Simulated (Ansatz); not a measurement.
# Phonons of Pt3PbC (Pm-3m) against volume, part 2 of 2

Aim: how the phonons of Pt3PbC (Pm-3m) shift with volume, and the thermal expansion that follows.

Ansatz 0.2.0; DFT PBEsol, scalar-relativistic, plane waves, PAW; PAW set soft_1.

So far, highest frequency on the path or at a solved wavevector (cm⁻¹): step 2 (the dispersion) 540.

## Step 3: Relaxing at another volume, volume ratio 0.97

The volume is scaled by 0.97 and held; symmetry leaves nothing to relax, so this is a single point. The modes can then be followed against volume.

Contents of input.yaml:

```yaml
crystal:
  lattice:
    - [4.2378862406, 0.0, 0.0]
    - [0.0, 4.2378862406, 0.0]
    - [0.0, 0.0, 4.2378862406]
  atoms:
    - { symbol: Pt, position: [0.0, 0.5, 0.5] }
    - { symbol: Pt, position: [0.5, 0.5, 0.0] }
    - { symbol: Pt, position: [0.5, 0.0, 0.5] }
    - { symbol: Pb, position: [0.0, 0.0, 0.0] }
    - { symbol: C, position: [0.5, 0.5, 0.5] }
kpoints:
  mp_grid: { grid: [8, 8, 8] }
hamiltonian:
  xc: pbesol
  pseudopotentials: { kind: paw, azcp: { folder: soft_1 }, xc_functional: pbe }
scf:
  occupations: { method: methfessel_paxton, width: 0.2 }
output:
  forces: true
  stress: true
  eigenvalues: true
  write_density: true
  write_potential: true
  elf: true
  volumetric_format: npy
```

Launch:

```bash
> ansatz run input.yaml --threads 4 --pin off --max-ram 10240MiB --backend cpu --events-out ev --progress --plain --runs-dir out
```

Numbers of over 12 decimals in the logs are rounded to 6 here.

The program printed:

```text
[...]
Crystal: 5 atoms, lattice volume = 76.111 Å³
Basis set: ecut = 420 eV, 1503 PW (Γ), exchange–correlation on 60×60×60 points (8 copies of the dense FFT grid, shifted against one another)
Bands: 44, of which v1, the nominal top of the filled ones, is band 36 counted from 1 (35 counted from 0)
Symmetry: 48 space group operations
[...]
k-points: 35 of 512
[...]
k-point 0: bands = [... 32 lower, 18.6979, 18.6991, 18.6991, 18.6991, 19.7801, 20.4366, 20.4366, 20.4366, ... 4 higher]
  k-point 1: bands = [... 32 lower, 18.5715, 18.6995, 18.7873, 18.7873, 19.1763, 20.7498, 20.7498, 21.3899, ... 4 higher]
  k-point 2: bands = [... 32 lower, 18.2079, 18.7003, 19.0103, 19.0103, 19.1833, 21.5352, 21.5352, 22.0182, ... 4 higher]
  k-point 34: bands = [... 32 lower, 17.4815, 18.5170, 18.5170, 18.5170, 18.7654, 20.5924, 20.5924, 20.5924, ... 4 higher]
[key lines of the parts left out:]
SCF converged after 8 iterations
Free energy (F): -49158.028547 eV
Fermi energy:    19.265748 eV
P = ⅓ Tr σ = 6.2177 GPa (62.177 kbar)
```

It took 2 s on 4 threads of Arm Neoverse V2, shared host; peak memory 0.43 GiB; 7.2 s of CPU time.

This step gave:

- pressure: 6.218 GPa
- volume per atom: 15.22 Å³

Electrostatic potential energy in the ac plane at fractional y = 0.500, with atoms of Pt and C within 0.2 Å of it. With pseudopotentials it is smooth inside the atoms' cores, unlike the true potential.

Values in eV, 14 rows by 14 columns, each cell a mean:
```
 22  22  21  16  -4 -37 -51 -54 -48 -26   5  19  22  22
 22  22  21  18   7 -20 -38 -43 -33  -9  12  20  22  22
 18  19  20  20  16   6  -6 -11  -2  11  18  20  20  19
  3   8  15  19  19  16  12  10  13  17  19  18  12   5
-30 -21   0  14  18  14   5   0   8  16  17  11  -9 -26
-51 -45 -22   6  14  -1 -24 -33 -18   8  13  -2 -33 -48
-55 -52 -33   0  11 -12 -40 -50 -33   0  10 -11 -43 -54
-53 -48 -27   3  13  -6 -31 -40 -24   5  12  -6 -38 -51
-41 -33  -9  11  16   9  -6 -12  -1  14  16   6 -20 -37
 -8  -1  12  18  19  16  13  11  14  18  19  16   7  -4
 15  17  19  20  18  11   3   0   6  14  19  20  18  16
 21  21  21  19  12  -9 -27 -33 -22   0  15  20  21  21
 22  22  21  17  -1 -33 -48 -52 -45 -21   8  19  22  22
 22  22  21  15  -8 -41 -53 -55 -51 -30   3  18  22  22
```
Columns run along a (4.2 Å; values clipped at the 3rd and 97th percentile), rows up along c (4.2 Å). Atoms in or near the plane, at fractional coordinates: Pt at (0.00, 0.50), Pt at (0.50, 0.00), C at (0.50, 0.50).

ELF in the ac plane at fractional y = 0.500, with atoms of Pt and C within 0.2 Å of it. It is the smooth field of the valence electrons, not physical close to the nuclei.

Ten even steps from '0' (0.06) to '9' (0.71), each cell a mean:
```
11235778774311
12234677753221
33222344332223
54323455432234
76424899973357
77536975894377
87637920595478
77637952795477
77535999984367
65323577643245
33222333322233
22223566543222
11235777764321
01236778775311
```
Columns run along a (4.2 Å), rows up along c (4.2 Å). Atoms in or near the plane, at fractional coordinates: Pt at (0.00, 0.50), Pt at (0.50, 0.00), C at (0.50, 0.50).

Valence density in the ac plane at fractional y = 0.500, with atoms of Pt and C within 0.2 Å of it. It is the smooth field of the valence electrons, not physical close to the nuclei.

Ten even steps from '0' (0 e/Å³) to '9' (11 e/Å³), each cell a mean:
```
00001478630000
00000245310000
00000011100000
00000000000000
32000000000013
76200011100136
97300111100158
86200011100147
53100001000024
11000000000001
00000000000000
00000123200000
00001367620000
00001589730000
```
Columns run along a (4.2 Å), rows up along c (4.2 Å). Atoms in or near the plane, at fractional coordinates: Pt at (0.00, 0.50), Pt at (0.50, 0.00), C at (0.50, 0.50).

## Step 4: Phonons at the other volume, volume ratio 0.97

The phonons are repeated at this volume on the same k and q meshes.

input.yaml, the sections that differ from step 3:

```yaml
output:
  eigenvalues: true
phonons:
  method: dfpt
  qmesh: [4, 4, 4]
  temperatures: { t_max: 1000, t_step: 50 }
  qpath:
    path:
      - [[0.0, 0.0, 0.0], [0.0, 0.5, 0.0], [0.5, 0.5, 0.0], [0.0, 0.0, 0.0], [0.5, 0.5, 0.5], [0.0, 0.5, 0.0]]
      - [[0.5, 0.5, 0.5], [0.5, 0.5, 0.0]]
    npoints: 10
# crystal, kpoints, hamiltonian, scf: as in step 3
```

The program printed:

```text
[...]
Crystal: 5 atoms, lattice volume = 76.111 Å³
Basis set: ecut = 420 eV, 1503 PW (Γ), exchange–correlation on 60×60×60 points (8 copies of the dense FFT grid, shifted against one another)
Bands: 44, of which v1, the nominal top of the filled ones, is band 36 counted from 1 (35 counted from 0)
Symmetry: 48 space group operations
k-points: 35 of 512
[...]
SCF iter   1: F=—  HF=-49159.525249 eV  |F-HF|=—  |Δ(HF+E_count)|=         —  Δρ=8.28e-2  dr2=5.92e0  ethr=3.10e-3  ⟨swp⟩=6.5  Hψ=5647  notcnv=0
[...]
SCF iter  10: F=-49158.028547 eV  HF=-49158.028547 eV  |F-HF|=7.28e-12  |Δ(HF+E_count)|=  2.91e-11  S|Δr|=    0.00e0  Δρ=1.27e-7  dr2=9.08e-12  ethr=1.00e-12  ⟨swp⟩=11.3  Hψ=8955  notcnv=0
SCF 1 converged in 10 iterations: F = -49158.028547 eV  dr2 = 9.08e-12
[...]
SCF iter   4: F=-49158.028547 eV  HF=-49158.028547 eV  |F-HF|=7.28e-12  |Δ(HF+E_count)|=  1.46e-11  S|Δr|=    0.00e0  Δρ=2.48e-8  dr2=3.37e-13  ethr=1.00e-12  ⟨swp⟩=3.3  Hψ=4312  notcnv=0
SCF 2 converged in 4 iterations: F = -49158.028547 eV  dr2 = 3.37e-13
[...]
NSCF: frozen V_eff on 35 k-points
[...]
SCF converged after 10 iterations
[...]
Free energy (F): -49158.028547 eV
[...]
Internal energy: -49158.026974 eV  (E = F + TS)
E sigma→0 (E₀):  -49158.028154 eV
Entropy (-TS):   -0.001573 eV (-0.315 meV/atom)
Fermi energy:    19.265751 eV
[...]
--- Band table (eV; the first three rows and the last of 35) ---
  k-point 0: bands = [... 32 lower, 18.6979, 18.6991, 18.6991, 18.6991, 19.7801, 20.4366, 20.4366, 20.4366, ... 4 higher]
  k-point 1: bands = [... 32 lower, 18.5716, 18.6995, 18.7873, 18.7873, 19.1763, 20.7498, 20.7498, 21.3899, ... 4 higher]
  k-point 2: bands = [... 32 lower, 18.2079, 18.7003, 19.0103, 19.0103, 19.1833, 21.5352, 21.5352, 22.0182, ... 4 higher]
  k-point 34: bands = [... 32 lower, 17.4815, 18.5170, 18.5170, 18.5170, 18.7655, 20.5924, 20.5924, 20.5924, ... 4 higher]
[...]
ASR residual: 1.120e-4 → 0.000e0 eV/Å²; symmetrization residual: 3.396e-6 eV/Å²
  ASR residual per site (eV/Å²): 1.12e-4 1.12e-4 1.12e-4 4.45e-5 7.44e-7
[...]
--- Phonons (arbitrary-q DFPT): 10 irreducible q on the 4×4×4 mesh ---
[...]
interpolated dispersion: 62 rows × 15 modes
[...]
```

Elapsed: 20 min, on 4 threads; peak memory 3.7 GiB.

This step gave:

```yaml
sum_rule_residual_before_enforcement: 1.12e-4 eV/Å²
lowest_frequency_on_the_path: -121.0 cm⁻¹
highest_frequency_on_the_path_or_at_a_solved_wavevector: 577 cm⁻¹
highest_optical_mode_at_the_zone_centre_no_lo_to_term: 280.4 cm⁻¹
lowest_optical_zone_centre_mode: -113.9 cm⁻¹
lowest_mode_on_the_q_mesh_acoustic_modes_at_gamma_apart: -120.1 cm⁻¹
```

Frequencies (cm⁻¹) solved at each irreducible wavevector; negative means imaginary. Frequencies by wavevector, by row:

| q in reciprocal lattice units | star | mode 1 | mode 2 | mode 3 | mode 4 | mode 13 | mode 14 | mode 15 |
| --- | --- | --- | --- | --- | --- | --- | --- | --- |
| 0 0 0 | 1 | -113.9 | -113.9 | -113.9 | 0 | 280.4 | 280.4 | 280.4 |
| 0 0 0.25 | 6 | -120.1 | -120.1 | -35 | -35 | 275.3 | 275.3 | 460.8 |
| 0 0 -0.5 | 3 | -84.6 | -84.6 | -75.9 | -75.9 | 271 | 271 | 557.7 |
| 0 0.25 0.25 | 12 | -114.2 | -69.3 | -53.8 | -34.3 | 273.7 | 448 | 464.9 |
| 0 0.25 -0.5 | 12 | -90 | -88.2 | -70 | -60.3 | 269.8 | 454.9 | 558.5 |
| 0 -0.5 -0.5 | 3 | -101.9 | -66.4 | -66.4 | -64.3 | 257.2 | 561.1 | 561.1 |
| 0.25 0.25 0.25 | 8 | -66.1 | -66.1 | -64.5 | -41.4 | 439.9 | 463.5 | 463.5 |
| 0.25 0.25 -0.5 | 12 | -72.3 | -64.6 | -56.5 | -28.8 | 450.6 | 463.4 | 558.4 |
| 0.25 -0.5 -0.5 | 6 | -68.8 | -64.1 | -64.1 | -23.7 | 455.8 | 565.1 | 565.1 |
| -0.5 -0.5 -0.5 | 1 | -69.9 | -69.9 | -69.9 | 55.4 | 577 | 577 | 577 |

The highest optical mode at the zone centre (no LO-TO term) is 280.4 cm⁻¹, +55.3 cm⁻¹ against the base run.

## Step 5: Relaxing at another volume, volume ratio 1.03

The volume is scaled by 1.03 and held; symmetry leaves nothing to relax, so this is a single point. The modes can then be followed against volume.

input.yaml, the sections that differ from step 4:

```yaml
crystal:
  lattice:
    - [4.3235231766, 0.0, 0.0]
    - [0.0, 4.3235231766, 0.0]
    - [0.0, 0.0, 4.3235231766]
  atoms:
    - { symbol: Pt, position: [0.0, 0.5, 0.5] }
    - { symbol: Pt, position: [0.5, 0.5, 0.0] }
    - { symbol: Pt, position: [0.5, 0.0, 0.5] }
    - { symbol: Pb, position: [0.0, 0.0, 0.0] }
    - { symbol: C, position: [0.5, 0.5, 0.5] }
output:
  forces: true
  stress: true
  eigenvalues: true
# kpoints, hamiltonian, scf: as in step 4
# phonons: removed
```

The program printed:

```text
[...]
Crystal: 5 atoms, lattice volume = 80.819 Å³
Basis set: ecut = 420 eV, 1575 PW (Γ), exchange–correlation on 60×60×60 points (8 copies of the dense FFT grid, shifted against one another)
Bands: 44, of which v1, the nominal top of the filled ones, is band 36 counted from 1 (35 counted from 0)
Symmetry: 48 space group operations
[...]
k-points: 35 of 512
[...]
k-point 0: bands = [... 32 lower, 17.1997, 17.1997, 17.1997, 17.2228, 17.9855, 19.0437, 19.0437, 19.0437, ... 4 higher]
  k-point 1: bands = [... 32 lower, 17.1117, 17.2000, 17.2896, 17.2896, 17.5434, 19.3260, 19.3260, 19.7518, ... 4 higher]
  k-point 2: bands = [... 32 lower, 16.7901, 17.2007, 17.5171, 17.5171, 17.5593, 20.0376, 20.0376, 20.2409, ... 4 higher]
  k-point 34: bands = [... 32 lower, 16.1223, 17.0492, 17.0492, 17.0492, 17.1292, 18.9428, 18.9428, 18.9428, ... 4 higher]
[key lines of the parts left out:]
SCF converged after 8 iterations
Free energy (F): -49158.033426 eV
Fermi energy:    17.731526 eV
P = ⅓ Tr σ = -5.2154 GPa (-52.154 kbar)
```

It took 1.6 s on 4 threads; peak memory 0.44 GiB; 5.6 s of CPU time.

Numbers from this step:

* pressure: -5.215 GPa
* volume per atom: 16.16 Å³

The run ends at a pressure of -5.22 GPa.

## Step 6: Phonons at the other volume, volume ratio 1.03

The phonons are repeated at this volume on the same k and q meshes.

input.yaml: that of step 5 with these lines changed.

```diff
@@ -19,4 +19,11 @@
 output:
-  forces: true
-  stress: true
   eigenvalues: true
+phonons:
+  method: dfpt
+  qmesh: [4, 4, 4]
+  temperatures: { t_max: 1000, t_step: 50 }
+  qpath:
+    path:
+      - [[0.0, 0.0, 0.0], [0.0, 0.5, 0.0], [0.5, 0.5, 0.0], [0.0, 0.0, 0.0], [0.5, 0.5, 0.5], [0.0, 0.5, 0.0]]
+      - [[0.5, 0.5, 0.5], [0.5, 0.5, 0.0]]
+    npoints: 10
```

The program printed:

```text
[...]
Crystal: 5 atoms, lattice volume = 80.819 Å³
Basis set: ecut = 420 eV, 1575 PW (Γ), exchange–correlation on 60×60×60 points (8 copies of the dense FFT grid, shifted against one another)
Bands: 44, of which v1, the nominal top of the filled ones, is band 36 counted from 1 (35 counted from 0)
Symmetry: 48 space group operations
k-points: 35 of 512
[...]
k-point 34: bands = [... 32 lower, 16.1223, 17.0492, 17.0492, 17.0492, 17.1292, 18.9428, 18.9428, 18.9428, ... 4 higher]
[...]
ASR residual: 7.992e-5 → 0.000e0 eV/Å²; symmetrization residual: 4.560e-6 eV/Å²
  ASR residual per site (eV/Å²): 7.99e-5 7.99e-5 7.99e-5 1.04e-5 1.32e-5
[...]
--- Phonons (arbitrary-q DFPT): 10 irreducible q on the 4×4×4 mesh ---
[...]
interpolated dispersion: 62 rows × 15 modes
[...]
[key lines of the parts left out:]
SCF converged after 10 iterations
Free energy (F): -49158.033426 eV
Fermi energy:    17.731511 eV
```

Run time: 21 min. Hardware: 4 threads; peak memory 3.8 GiB.

Numbers from this step:

- sum-rule residual before enforcement: 7.99e-5 eV/Å²
- lowest frequency on the path: -140.5 cm⁻¹
- highest frequency on the path or at a solved wavevector: 503.5 cm⁻¹
- highest optical mode at the zone centre (no LO-TO term): 169.5 cm⁻¹
- lowest optical zone-centre mode: -137.0 cm⁻¹
- lowest mode on the q mesh (acoustic modes at Γ apart): -138.8 cm⁻¹

The highest optical mode at the zone centre (no LO-TO term) is 169.5 cm⁻¹, -55.6 cm⁻¹ against the base run.

## Step 7: Grüneisen parameters

The Grüneisen parameter of a mode is minus the logarithmic change of its frequency with volume, −d ln ω / d ln V; weighted by heat capacity it gives the expansion.

Numbers from this step:

| Property | Result |
| --- | --- |
| bulk modulus | 190.5 GPa |

Phonon branches along the path, in cm⁻¹:

| point | branch 1 | branch 2 | branch 3 | branch 4 | branch 12 | branch 13 | branch 14 | branch 15 |
| --- | --- | --- | --- | --- | --- | --- | --- | --- |
| Γ | -122 | -122 | -122 | 0 | 87 | 225 | 225 | 225 |
| halfway | -126 | -126 | -37 | -37 | 94 | 218 | 218 | 419 |
| X | -93 | -93 | -77 | -77 | 104 | 213 | 213 | 520 |
| halfway | -95 | -89 | -70 | -58 | 116 | 209 | 414 | 520 |
| M | -101 | -65 | -63 | -63 | 123 | 190 | 522 | 522 |
| halfway | -118 | -71 | -52 | -32 | 102 | 215 | 407 | 423 |
| Γ | -122 | -122 | -122 | 0 | 87 | 225 | 225 | 225 |
| halfway | -66 | -66 | -64 | -39 | 118 | 398 | 422 | 422 |
| R | -69 | -69 | -69 | 22 | 158 | 540 | 540 | 540 |
| halfway | -73 | -64 | -57 | -26 | 133 | 408 | 422 | 520 |
| X | -93 | -93 | -77 | -77 | 104 | 213 | 213 | 520 |
| jump to R | -69 | -69 | -69 | 22 | 158 | 540 | 540 | 540 |
| halfway | -69 | -63 | -63 | -20 | 146 | 414 | 527 | 527 |
| M | -101 | -65 | -63 | -63 | 123 | 190 | 522 | 522 |

The same for volume x 0.97:

| point | branch 1 | branch 2 | branch 3 | branch 4 | branch 12 | branch 13 | branch 14 | branch 15 |
| --- | --- | --- | --- | --- | --- | --- | --- | --- |
| Γ | -114 | -114 | -114 | 0 | 96 | 280 | 280 | 280 |
| X | -85 | -85 | -76 | -76 | 115 | 271 | 271 | 558 |
| M | -102 | -66 | -66 | -64 | 136 | 257 | 561 | 561 |
| Γ | -114 | -114 | -114 | 0 | 96 | 280 | 280 | 280 |
| R | -70 | -70 | -70 | 55 | 173 | 577 | 577 | 577 |
| X | -85 | -85 | -76 | -76 | 115 | 271 | 271 | 558 |
| R | -70 | -70 | -70 | 55 | 173 | 577 | 577 | 577 |
| M | -102 | -66 | -66 | -64 | 136 | 257 | 561 | 561 |

The same for volume x 1.03:

| point | branch 1 | branch 2 | branch 3 | branch 4 | branch 12 | branch 13 | branch 14 | branch 15 |
| --- | --- | --- | --- | --- | --- | --- | --- | --- |
| Γ | -137 | -137 | -137 | 0 | 77 | 170 | 170 | 170 |
| X | -109 | -109 | -77 | -77 | 94 | 151 | 151 | 484 |
| M | -98 | -76 | -61 | -61 | 109 | 110 | 486 | 486 |
| Γ | -137 | -137 | -137 | 0 | 77 | 170 | 170 | 170 |
| R | -68 | -68 | -68 | -41 | 144 | 504 | 504 | 504 |
| X | -109 | -109 | -77 | -77 | 94 | 151 | 151 | 484 |
| R | -68 | -68 | -68 | -41 | 144 | 504 | 504 | 504 |
| M | -98 | -76 | -61 | -61 | 109 | 110 | 486 | 486 |

## Step 8: Summary of results

```yaml
bulk_modulus: 190 GPa
```

**Reading.** No expansion is given, because modes are imaginary at one volume or more. The highest optical mode at Γ goes from 280 to 169 cm⁻¹ as the cell grows, a Grüneisen parameter of 8.39. Branches are matched by rank, so values near crossings are rough. With no gap, or one that is small against the smearing, the frequencies hang on the k mesh and the smearing, most of all near Kohn anomalies. Spin-orbit coupling is left out, which can matter for the heavy elements here. The PAW files were made for PBE and serve the other functionals too. A phonon run warned that its eigensolver left some bands unconverged in a pass.

[Logs are printed without paths, hosts, clocks, repeated set-up lines and the standing remarks that a program may print on its own settings, such as how far it seeks lower states.]

[Hosts, paths, dates, database ids (printed as entryN), source tags and the programs' standing remarks are cut or masked in the printed files.]
